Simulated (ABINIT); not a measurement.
# A GW chain in ABINIT: TiO2 (Rutile), part 2 of 3

How does a plane-wave GW calculation on TiO2 (Rutile) run from the first input to the gap?

ABINIT 10.8.3; PBE and many-body steps on it, plane waves. Known limits of the many-body steps: not at the basis limit; coarse k mesh.

So far. Step 2 (Ground state): The gap is direct, at Γ.

### Step 3. Bands along the symmetry lines

Level of this step: DFT, PBE, plane waves, norm-conserving pseudopotentials (ABINIT).

The cheap functional maps the bands first; the places of the edges decide which points the dearer methods must see.

run.abi reads:

```
acell 3*1.0 Angstrom
rprim 
  4.592200000000 0.000000000000 0.000000000000
  0.000000000000 4.592200000000 0.000000000000
  0.000000000000 0.000000000000 2.957400000000
ntypat 2
znucl 22 8
natom 6
typat 1 1 2 2 2 2
xred 
  0.000000000000 0.000000000000 0.000000000000
  0.500000000000 0.500000000000 0.500000000000
  0.304960000000 0.304960000000 0.000000000000
  0.195040000000 0.804960000000 0.500000000000
  0.695040000000 0.695040000000 0.000000000000
  0.804960000000 0.195040000000 0.500000000000
pp_dirpath "pseudos"
pseudos "Ti.upf, O.upf"
ecut 38
iscf -2
irdden 1
kptopt 0
nkpt 75
kpt 
  0.00000000 0.00000000 0.00000000
  0.00000000 0.06250000 0.00000000
  0.00000000 0.12500000 0.00000000
  0.00000000 0.18750000 0.00000000
  0.00000000 0.25000000 0.00000000
  0.00000000 0.31250000 0.00000000
  0.00000000 0.37500000 0.00000000
  0.00000000 0.43750000 0.00000000
  0.00000000 0.50000000 0.00000000
  0.06250000 0.50000000 0.00000000
  0.12500000 0.50000000 0.00000000
  0.18750000 0.50000000 0.00000000
  0.25000000 0.50000000 0.00000000
  0.31250000 0.50000000 0.00000000
  0.37500000 0.50000000 0.00000000
  0.43750000 0.50000000 0.00000000
  0.50000000 0.50000000 0.00000000
  0.43750000 0.43750000 0.00000000
  0.37500000 0.37500000 0.00000000
  0.31250000 0.31250000 0.00000000
  0.25000000 0.25000000 0.00000000
  0.18750000 0.18750000 0.00000000
  0.12500000 0.12500000 0.00000000
  0.06250000 0.06250000 0.00000000
  0.00000000 0.00000000 0.00000000
  0.00000000 0.00000000 0.06250000
  0.00000000 0.00000000 0.12500000
  0.00000000 0.00000000 0.18750000
  0.00000000 0.00000000 0.25000000
  0.00000000 0.00000000 0.31250000
  0.00000000 0.00000000 0.37500000
  0.00000000 0.00000000 0.43750000
  0.00000000 0.00000000 0.50000000
  0.00000000 0.06250000 0.50000000
  0.00000000 0.12500000 0.50000000
  0.00000000 0.18750000 0.50000000
  0.00000000 0.25000000 0.50000000
  0.00000000 0.31250000 0.50000000
  0.00000000 0.37500000 0.50000000
  0.00000000 0.43750000 0.50000000
  0.00000000 0.50000000 0.50000000
  0.06250000 0.50000000 0.50000000
  0.12500000 0.50000000 0.50000000
  0.18750000 0.50000000 0.50000000
  0.25000000 0.50000000 0.50000000
  0.31250000 0.50000000 0.50000000
  0.37500000 0.50000000 0.50000000
  0.43750000 0.50000000 0.50000000
  0.50000000 0.50000000 0.50000000
  0.43750000 0.43750000 0.50000000
  0.37500000 0.37500000 0.50000000
  0.31250000 0.31250000 0.50000000
  0.25000000 0.25000000 0.50000000
  0.18750000 0.18750000 0.50000000
  0.12500000 0.12500000 0.50000000
  0.06250000 0.06250000 0.50000000
  0.00000000 0.00000000 0.50000000
  0.00000000 0.50000000 0.00000000
  0.00000000 0.50000000 0.06250000
  0.00000000 0.50000000 0.12500000
  0.00000000 0.50000000 0.18750000
  0.00000000 0.50000000 0.25000000
  0.00000000 0.50000000 0.31250000
  0.00000000 0.50000000 0.37500000
  0.00000000 0.50000000 0.43750000
  0.00000000 0.50000000 0.50000000
  0.50000000 0.50000000 0.00000000
  0.50000000 0.50000000 0.06250000
  0.50000000 0.50000000 0.12500000
  0.50000000 0.50000000 0.18750000
  0.50000000 0.50000000 0.25000000
  0.50000000 0.50000000 0.31250000
  0.50000000 0.50000000 0.37500000
  0.50000000 0.50000000 0.43750000
  0.50000000 0.50000000 0.50000000
istwfk *1
nband 36
nbdbuf 7
tolwfr 1e-07
nstep 50
prtwf 0
prtvol 0
indata_prefix "in"
outdata_prefix "out"
tmpdata_prefix "tmp"
```

Started as:

```bash
$ OMP_NUM_THREADS=1 mpirun -n 8 abinit run.abi > log
```

Numbers of over 12 decimals in the logs are rounded to 6 here.

The program printed:

```text
.Version 10.8.3 of ABINIT. v10.8.2 released Aug 2026.

 Symmetries : space group P4_2/m n m (#136); Bravais tP (primitive tetrag.)
[... echo of the input left out ...]
== DATASET  1 ==================================================================
-   mpi_nproc: 8, omp_nthreads: 1 (-1 if OMP is not activated)

--- !DatasetInfo
iteration_state: {dtset: 1, }
dimensions: {natom: 6, nkpt: 75, mband: 36, nsppol: 1, nspinor: 1, nspden: 1, mpw: 4748, }
cutoff_energies: {ecut:  38.0, pawecutdg:  -1.0, }
electrons: {nelect:   4.80000000E+01, charge:   0.00000000E+00, occopt:   1.00000000E+00, tsmear:   1.00000000E-02, }

 Real(R)+Recip(G) space primitive vectors, cartesian coordinates (Bohr,Bohr^-1):
 R(1)=  8.6780003  0.0000000  0.0000000  G(1)=  0.1152339  0.0000000  0.0000000
 R(2)=  0.0000000  8.6780003  0.0000000  G(2)=  0.0000000  0.1152339  0.0000000
 R(3)=  0.0000000  0.0000000  5.5886760  G(3)=  0.0000000  0.0000000  0.1789333
 Unit cell volume ucvol=  4.2087028E+02 bohr^3
 Angles (23,13,12)=  9.00000000E+01  9.00000000E+01  9.00000000E+01 degrees

 getcut: wavevector=  0.0000  0.0000  0.0000  ngfft=  50  50  32
         ecut(hartree)=     38.000   => boxcut(ratio)=   2.06340

--- Pseudopotential description ------------------------------------------------
- Ti Generated using ONCVPSP code by D. R. Hamann
- 22.00000  12.00000  171031                  znucl, zion, pspdat
12 -101130 2 -1 1586                          pspcod,pspxc,lmax,lloc,mmax
     nproj     2     2     2
  pspatm : epsatm=   14.68144553
         --- l  ekb(1:nproj) -->
             0   11.362348    1.263639
             1    1.975402   -0.084666
             2   -5.186090   -1.477451
 pspatm: atomic psp has been read  and splines computed

- O Generated using ONCVPSP code by D. R. Hamann
-  8.00000   6.00000  171031                  znucl, zion, pspdat
12 -101130 2 -1 936                           pspcod,pspxc,lmax,lloc,mmax
     nproj     2     2     1
  pspatm : epsatm=    6.19545534
         --- l  ekb(1:nproj) -->
[...]
2   -1.331955
 pspatm: atomic psp has been read  and splines computed

--------------------------------------------------------------------------------

================================================================================
 prteigrs : about to open file out_EIG
 Non-SCF case, kpt    1 (  0.00000  0.00000  0.00000), residuals and eigenvalues=
  7.14E-08  8.90E-08  5.46E-08  9.11E-08  2.73E-08  4.80E-08  2.12E-08  2.62E-08
  9.75E-08  6.02E-08  1.66E-08  9.84E-08  1.45E-08  3.39E-08  3.86E-08  3.82E-08
  5.37E-08  5.72E-08  7.86E-08  4.92E-08  3.27E-08  5.58E-08  7.20E-08  3.58E-08
[...]
5.20E-06  3.99E-05  1.27E-07  9.83E-08
 -1.8817E+00 -1.8810E+00 -1.0120E+00 -1.0120E+00 -1.0059E+00 -1.0059E+00
 -1.0043E+00 -1.0031E+00 -4.5917E-01 -4.1623E-01 -3.8859E-01 -3.8859E-01
[...]
6.23E-05  6.77E-05  1.25E-07  2.86E-04
[...]
Non-SCF case, kpt   74 (  0.50000  0.50000  0.43750), residuals and eigenvalues=
[...]
Non-SCF case, kpt   75 (  0.50000  0.50000  0.50000), residuals and eigenvalues=
[...]
3.0475E-01  3.0475E-01  3.2781E-01  3.2781E-01  3.2798E-01  3.2798E-01
  4.2733E-01  4.2733E-01  4.3102E-01  4.3102E-01  6.3866E-01  6.3866E-01

--- !ResultsGS
iteration_state: {dtset: 1, }
comment   : Summary of ground state results
lattice_vectors:
- [  8.6780003,   0.0000000,   0.0000000, ]
- [  0.0000000,   8.6780003,   0.0000000, ]
- [  0.0000000,   0.0000000,   5.5886760, ]
lattice_lengths: [   8.67800,    8.67800,    5.58868, ]
lattice_angles: [ 90.000,  90.000,  90.000, ] # degrees, (23, 13, 12)
lattice_volume:   4.2087028E+02
convergence: {deltae:  0.000E+00, res2:  0.000E+00, residm:  9.986E-08, diffor:  0.000E+00, }
etotal    :  -1.85209994E+02
entropy   :   0.00000000E+00
fermie    :   2.07992628E-01
cartesian_stress_tensor: null
pressure_GPa: null
xred      :
- [  0.0000E+00,   0.0000E+00,   0.0000E+00, Ti]
- [  5.0000E-01,   5.0000E-01,   5.0000E-01, Ti]
- [  3.0496E-01,   3.0496E-01,   0.0000E+00,  O]
- [  1.9504E-01,   8.0496E-01,   5.0000E-01,  O]
- [  6.9504E-01,   6.9504E-01,   0.0000E+00,  O]
- [  8.0496E-01,   1.9504E-01,   5.0000E-01,  O]
cartesian_forces: null
force_length_stats: {min: null, max: null, mean: null, }

 Integrated electronic density in atomic spheres:
 ------------------------------------------------
 Atom  Sphere_radius  Integrated_density
[...]
================================================================================

 ----iterations are completed or convergence reached----

 Mean square residual over all n,k,spin=   48.811E-09; max=  99.863E-09
 reduced coordinates (array xred) for    6 atoms
[...]
0.695040000000      0.695040000000      0.000000000000
       0.804960000000      0.195040000000      0.500000000000

 cartesian coordinates (angstrom) at end:
[...]
length scales=  1.889726125908  1.889726125908  1.889726125908 bohr
              =  1.000000000000  1.000000000000  1.000000000000 angstroms
 prteigrs : about to open file out_EIG
 Eigenvalues (hartree) for nkpt=  75  k points:
 kpt#   1, nband= 36, wtk=  1.00000, kpt=  0.0000  0.0000  0.0000 (reduced coord)
[...]
kpt#   2, nband= 36, wtk=  1.00000, kpt=  0.0000  0.0625  0.0000 (reduced coord)
[...]
kpt#   3, nband= 36, wtk=  1.00000, kpt=  0.0000  0.1250  0.0000 (reduced coord)
[...]
kpt#  74, nband= 36, wtk=  1.00000, kpt=  0.5000  0.5000  0.4375 (reduced coord)
[...]
0.43061    0.43061    0.63957    0.63957
 kpt#  75, nband= 36, wtk=  1.00000, kpt=  0.5000  0.5000  0.5000 (reduced coord)
[...]
0.07823    0.07823    0.10795    0.10795    0.16119    0.16119    0.18313    0.18313
   0.30475    0.30475    0.32781    0.32781    0.32798    0.32798    0.42733    0.42733
   0.43102    0.43102    0.63866    0.63866

== END DATASET(S) ==============================================================
================================================================================

 -outvars: echo values of variables after computation  --------
            nband          36
             nkpt          75
          spgroup         136
 [... the other variables as echoed above ...]

 Calculation completed.
```

It took 24 s on 8 MPI ranks of Arm Neoverse V2, shared host; peak memory 0.69 GiB.

Numbers from this step:

```yaml
gap: 1.917 eV
k_of_the_valence_top: 0, 0, 0
k_of_the_conduction_bottom: 0, 0, 0
least_direct_gap: 1.917 eV
```

The gap is 1.917 eV, as in the run before at this level.

The electronic bands at the labelled points (eV, zero at the top of the highest filled band):

```
    point  band 21  band 22  band 23  band 24  band 25  band 26  band 27  band 28
        Γ    -0.71    -0.45    -0.45     0.00     1.92     2.22     2.45     2.55
  halfway    -1.43    -1.07    -0.82    -0.23     2.21     2.54     2.77     2.84
        X    -1.64    -1.64    -0.74    -0.74     2.59     2.59     3.06     3.06
  halfway    -1.48    -1.48    -1.08    -1.08     2.32     2.32     2.81     2.81
        M    -1.31    -1.31    -1.06    -1.06     1.96     1.96     2.57     2.57
  halfway    -1.73    -1.15    -1.12    -0.40     1.99     2.56     2.63     3.07
        Γ    -0.71    -0.45    -0.45     0.00     1.92     2.22     2.45     2.55
  halfway    -1.78    -1.48    -1.48    -0.46     2.27     2.60     2.87     3.18
        Z    -2.35    -2.35    -1.42    -1.42     3.01     3.01     3.21     3.21
  halfway    -1.78    -1.78    -1.61    -1.61     2.49     2.49     3.23     3.23
        R    -2.04    -2.04    -1.03    -1.03     1.95     1.95     3.24     3.24
  halfway    -1.52    -1.52    -0.88    -0.88     2.21     2.21     3.25     3.25
        A    -1.27    -1.27    -0.68    -0.68     2.63     2.63     3.26     3.26
  halfway    -1.83    -1.56    -1.38    -1.18     2.14     2.81     3.23     3.24
        Z    -2.35    -2.35    -1.42    -1.42     3.01     3.01     3.21     3.21
jump to X    -1.64    -1.64    -0.74    -0.74     2.59     2.59     3.06     3.06
  halfway    -1.97    -1.97    -0.85    -0.85     2.60     2.60     3.23     3.23
        R    -2.04    -2.04    -1.03    -1.03     1.95     1.95     3.24     3.24
jump to M    -1.31    -1.31    -1.06    -1.06     1.96     1.96     2.57     2.57
  halfway    -1.78    -1.78    -1.36    -1.36     2.73     2.73     2.93     2.93
        A    -1.27    -1.27    -0.68    -0.68     2.63     2.63     3.26     3.26
```

### Step 4. Empty states on the mesh, 2×2×4 mesh, 165 bands

The sums over transitions need many empty states on a uniform mesh; this step solves for them.

run.abi reads:

```
acell 3*1.0 Angstrom
rprim 
  4.592200000000 0.000000000000 0.000000000000
  0.000000000000 4.592200000000 0.000000000000
  0.000000000000 0.000000000000 2.957400000000
ntypat 2
znucl 22 8
natom 6
typat 1 1 2 2 2 2
xred 
  0.000000000000 0.000000000000 0.000000000000
  0.500000000000 0.500000000000 0.500000000000
  0.304960000000 0.304960000000 0.000000000000
  0.195040000000 0.804960000000 0.500000000000
  0.695040000000 0.695040000000 0.000000000000
  0.804960000000 0.195040000000 0.500000000000
pp_dirpath "pseudos"
pseudos "Ti.upf, O.upf"
ecut 38
ngkpt 2 2 4
nshiftk 1
shiftk 0 0 0
kptopt 1
chksymbreak 0
irdden 1
istwfk *1
nband 165
prtvol 0
optdriver 6
gwr_task "HDIAGO"
paral_kgb 0
occopt 1
indata_prefix "in"
outdata_prefix "out"
tmpdata_prefix "tmp"
```

The program printed:

```text
[banner, memory and clock lines left out]
.Version 10.8.3 of ABINIT. v10.8.2 released Aug 2026.

 Symmetries : space group P4_2/m n m (#136); Bravais tP (primitive tetrag.)
[... echo of the input left out ...]
== DATASET  1 ==================================================================
-   mpi_nproc: 8, omp_nthreads: 1 (-1 if OMP is not activated)

--- !DatasetInfo
iteration_state: {dtset: 1, }
dimensions: {natom: 6, nkpt: 9, mband: 165, nsppol: 1, nspinor: 1, nspden: 1, mpw: 4748, }
cutoff_energies: {ecut:  38.0, pawecutdg:  -1.0, }
electrons: {nelect:   4.80000000E+01, charge:   0.00000000E+00, occopt:   1.00000000E+00, tsmear:   1.00000000E-02, }

.Using double precision arithmetic; gwpc =  8

- Reading GS density from: in_DEN

--- Pseudopotential description ------------------------------------------------
- Ti Generated using ONCVPSP code by D. R. Hamann
- 22.00000  12.00000  171031                  znucl, zion, pspdat
12 -101130 2 -1 1586                          pspcod,pspxc,lmax,lloc,mmax
     nproj     2     2     2
  pspatm : epsatm=   14.68144553
         --- l  ekb(1:nproj) -->
             0   11.362348    1.263639
             1    1.975402   -0.084666
             2   -5.186090   -1.477451
 pspatm: atomic psp has been read  and splines computed

- O Generated using ONCVPSP code by D. R. Hamann
-  8.00000   6.00000  171031                  znucl, zion, pspdat
12 -101130 2 -1 936                           pspcod,pspxc,lmax,lloc,mmax
     nproj     2     2     1
  pspatm : epsatm=    6.19545534
         --- l  ekb(1:nproj) -->
             0    6.056735    0.824024
             1   -4.717130   -1.149271
             2   -1.331955
 pspatm: atomic psp has been read  and splines computed

   2.59894620E+03                                ecore*ucvol(ha*bohr**3)

 Total charge density [el/Bohr^3]
)     Maximum=    1.3433E+00  at reduced coord.    0.0400    0.9800    0.9063
)     Minimum=    4.6373E-03  at reduced coord.    0.5000    0.0000    0.2500
   Integrated=    4.8000E+01

 === KS gaps after direct diagonalization ===
 Direct band gap semiconductor
 Fundamental gap:     1.917 (eV)
   VBM:     5.660 (eV) at k: [ 0.0000E+00,  0.0000E+00,  0.0000E+00]
   CBM:     7.576 (eV) at k: [ 0.0000E+00,  0.0000E+00,  0.0000E+00]
 Direct gap:         1.917 (eV) at k: [ 0.0000E+00,  0.0000E+00,  0.0000E+00]

== END DATASET(S) ==============================================================

 -outvars: echo values of variables after computation  --------
           etotal      0.0000000000E+00
            nband         165
             nkpt           9
          spgroup         136
 [... the other variables as echoed above ...]

 Calculation completed.
```

Elapsed: 1.9 min, on 8 MPI ranks; peak memory 9.9 GiB; 15 min of CPU time.

Numbers from this step:

```
gap                                                           : 1.917 eV
k of the valence top                                          : 0, 0, 0
k of the conduction bottom                                    : 0, 0, 0
least direct gap                                              : 1.917 eV
k points computed                                             : 9
lowest point of the top converged band, above the valence top : 85.3393 eV
```

On this mesh the gap is 1.917 eV.

### Step 5. Screening, 2×2×4 mesh, 157 bands, screening to 130.6 eV

The RPA dielectric matrix is built and inverted for each q.

This step: RPA screening on PBE, plane waves, norm-conserving pseudopotentials.

run.abi, as its differences from that of step 4:

```diff
@@ -24,10 +24,11 @@
 chksymbreak 0
-irdden 1
 istwfk *1
-nband 165
-prtvol 0
-optdriver 6
-gwr_task "HDIAGO"
-paral_kgb 0
 occopt 1
+irdwfk 1
+optdriver 3
+nband 157
+ecuteps 4.8
+inclvkb 2
+awtr 1
+symchi 1
 indata_prefix "in"
```

The program printed:

```text
.Version 10.8.3 of ABINIT. v10.8.2 released Aug 2026.

 Symmetries : space group P4_2/m n m (#136); Bravais tP (primitive tetrag.)
[... echo of the input left out ...]
== DATASET  1 ==================================================================
-   mpi_nproc: 8, omp_nthreads: 1 (-1 if OMP is not activated)

--- !DatasetInfo
iteration_state: {dtset: 1, }
dimensions: {natom: 6, nkpt: 9, mband: 157, nsppol: 1, nspinor: 1, nspden: 1, mpw: 4748, }
cutoff_energies: {ecut:  38.0, pawecutdg:  -1.0, }
electrons: {nelect:   4.80000000E+01, charge:   0.00000000E+00, occopt:   1.00000000E+00, tsmear:   1.00000000E-02, }

 SCREENING: Calculation of the susceptibility and dielectric matrices

 Based on a program developped by R.W. Godby, V. Olevano, G. Onida, and L. Reining.
 Incorporated in ABINIT by V. Olevano, G.-M. Rignanese, and M. Torrent.
.Using double precision arithmetic ; gwpc =  8

[... cell and pseudopotentials left out ...]
--------------------------------------------------------------------------------

 ==== K-mesh for the wavefunctions ====
 Number of points in the irreducible wedge :     9
[... list of points left out ...]
 Together with 16 symmetry operations and time-reversal symmetry
 yields    16 points in the full Brillouin Zone.

 ==== Q-mesh for the screening function ====
 Number of points in the irreducible wedge :     9
[... list of points left out ...]
 Together with 16 symmetry operations and time-reversal symmetry
 yields    16 points in the full Brillouin Zone.

 setmesh: FFT mesh size selected  =    36x   36x   24
          total number of points  =        31104

 vcoul_init : cutoff-mode = AUXILIARY_FUNCTION
 q-points for optical limit:   1
     1)      0.000010    0.000020    0.000030

- screening: taking advantage of time-reversal symmetry
- Maximum band index for partially occupied states nbvw = 24
- Remaining bands to be divided among processors   nbcw = 133
- Number of bands treated by each node ~16

 Number of electrons calculated from density =   48.0000; Expected =   48.0000
 average of density, n =  0.114049
 r_s =    1.2792
 omega_plasma =   32.5763 [eV]

 calculating chi0 at frequencies [eV] :
  1    0.000000E+00    0.000000E+00
  2    0.000000E+00    3.257632E+01

--------------------------------------------------------------------------------
  q-point number  1        q = ( 0.000000, 0.000000, 0.000000) [r.l.u.]
--------------------------------------------------------------------------------
[... chi0 elements left out ...]
 For q-point:  0.000010 0.000020 0.000030
  dielectric constant =   8.9199
  dielectric constant without local fields =   9.3372

  Average fulfillment of the sum rule on Im[epsilon] for q-point    1 :     66.30  [%]
[... wings left out ...]
  q-point number  2        q = ( 0.500000, 0.000000, 0.000000) [r.l.u.]
--------------------------------------------------------------------------------
[... chi0 elements left out ...]
  Average fulfillment of the sum rule on Im[epsilon] for q-point    2 :     72.39  [%]

 [... 7 further q-points ...]
```

It took 29 s on 8 MPI ranks; peak memory 2.4 GiB; 3.9 min of CPU time.

Numbers from this step:

* ε∞ with local fields, on this mesh, along the program's q direction: 8.920
* the same without local fields: 9.337
* plasma frequency: 32.58 eV
* plane waves in the screening matrix: 201

Local fields lower ε∞ by 4 %. On a Γ-centred mesh this coarse the value itself is usually too large, while a short band sum pulls it down.

(Continued in part 3 of 3.)

[Paths, hosts, dates, memory and timing lines, banners, echoed tables and standing remarks are left out of the program output.]

[Logs are printed without paths, hosts, clocks, repeated set-up lines and the standing remarks that a program may print on its own settings, such as how far it seeks lower states.]

[Runs of the session that timed out or met a known fault of the program may be left out.]

[Hosts, paths, dates, database ids (printed as entryN), source tags and the programs' standing remarks are cut or masked in the printed files.]

[G0W0 gaps are taken among the corrected bands and points alone; a level outside them can change the order at an edge.]

[Where Ansatz stands beside ABINIT at settings called matched, ABINIT's density can come from a denser mesh and the files from another edition; pairs whose starting gaps differed by over 0.03 eV were left out, so agreement reads better than it is.]
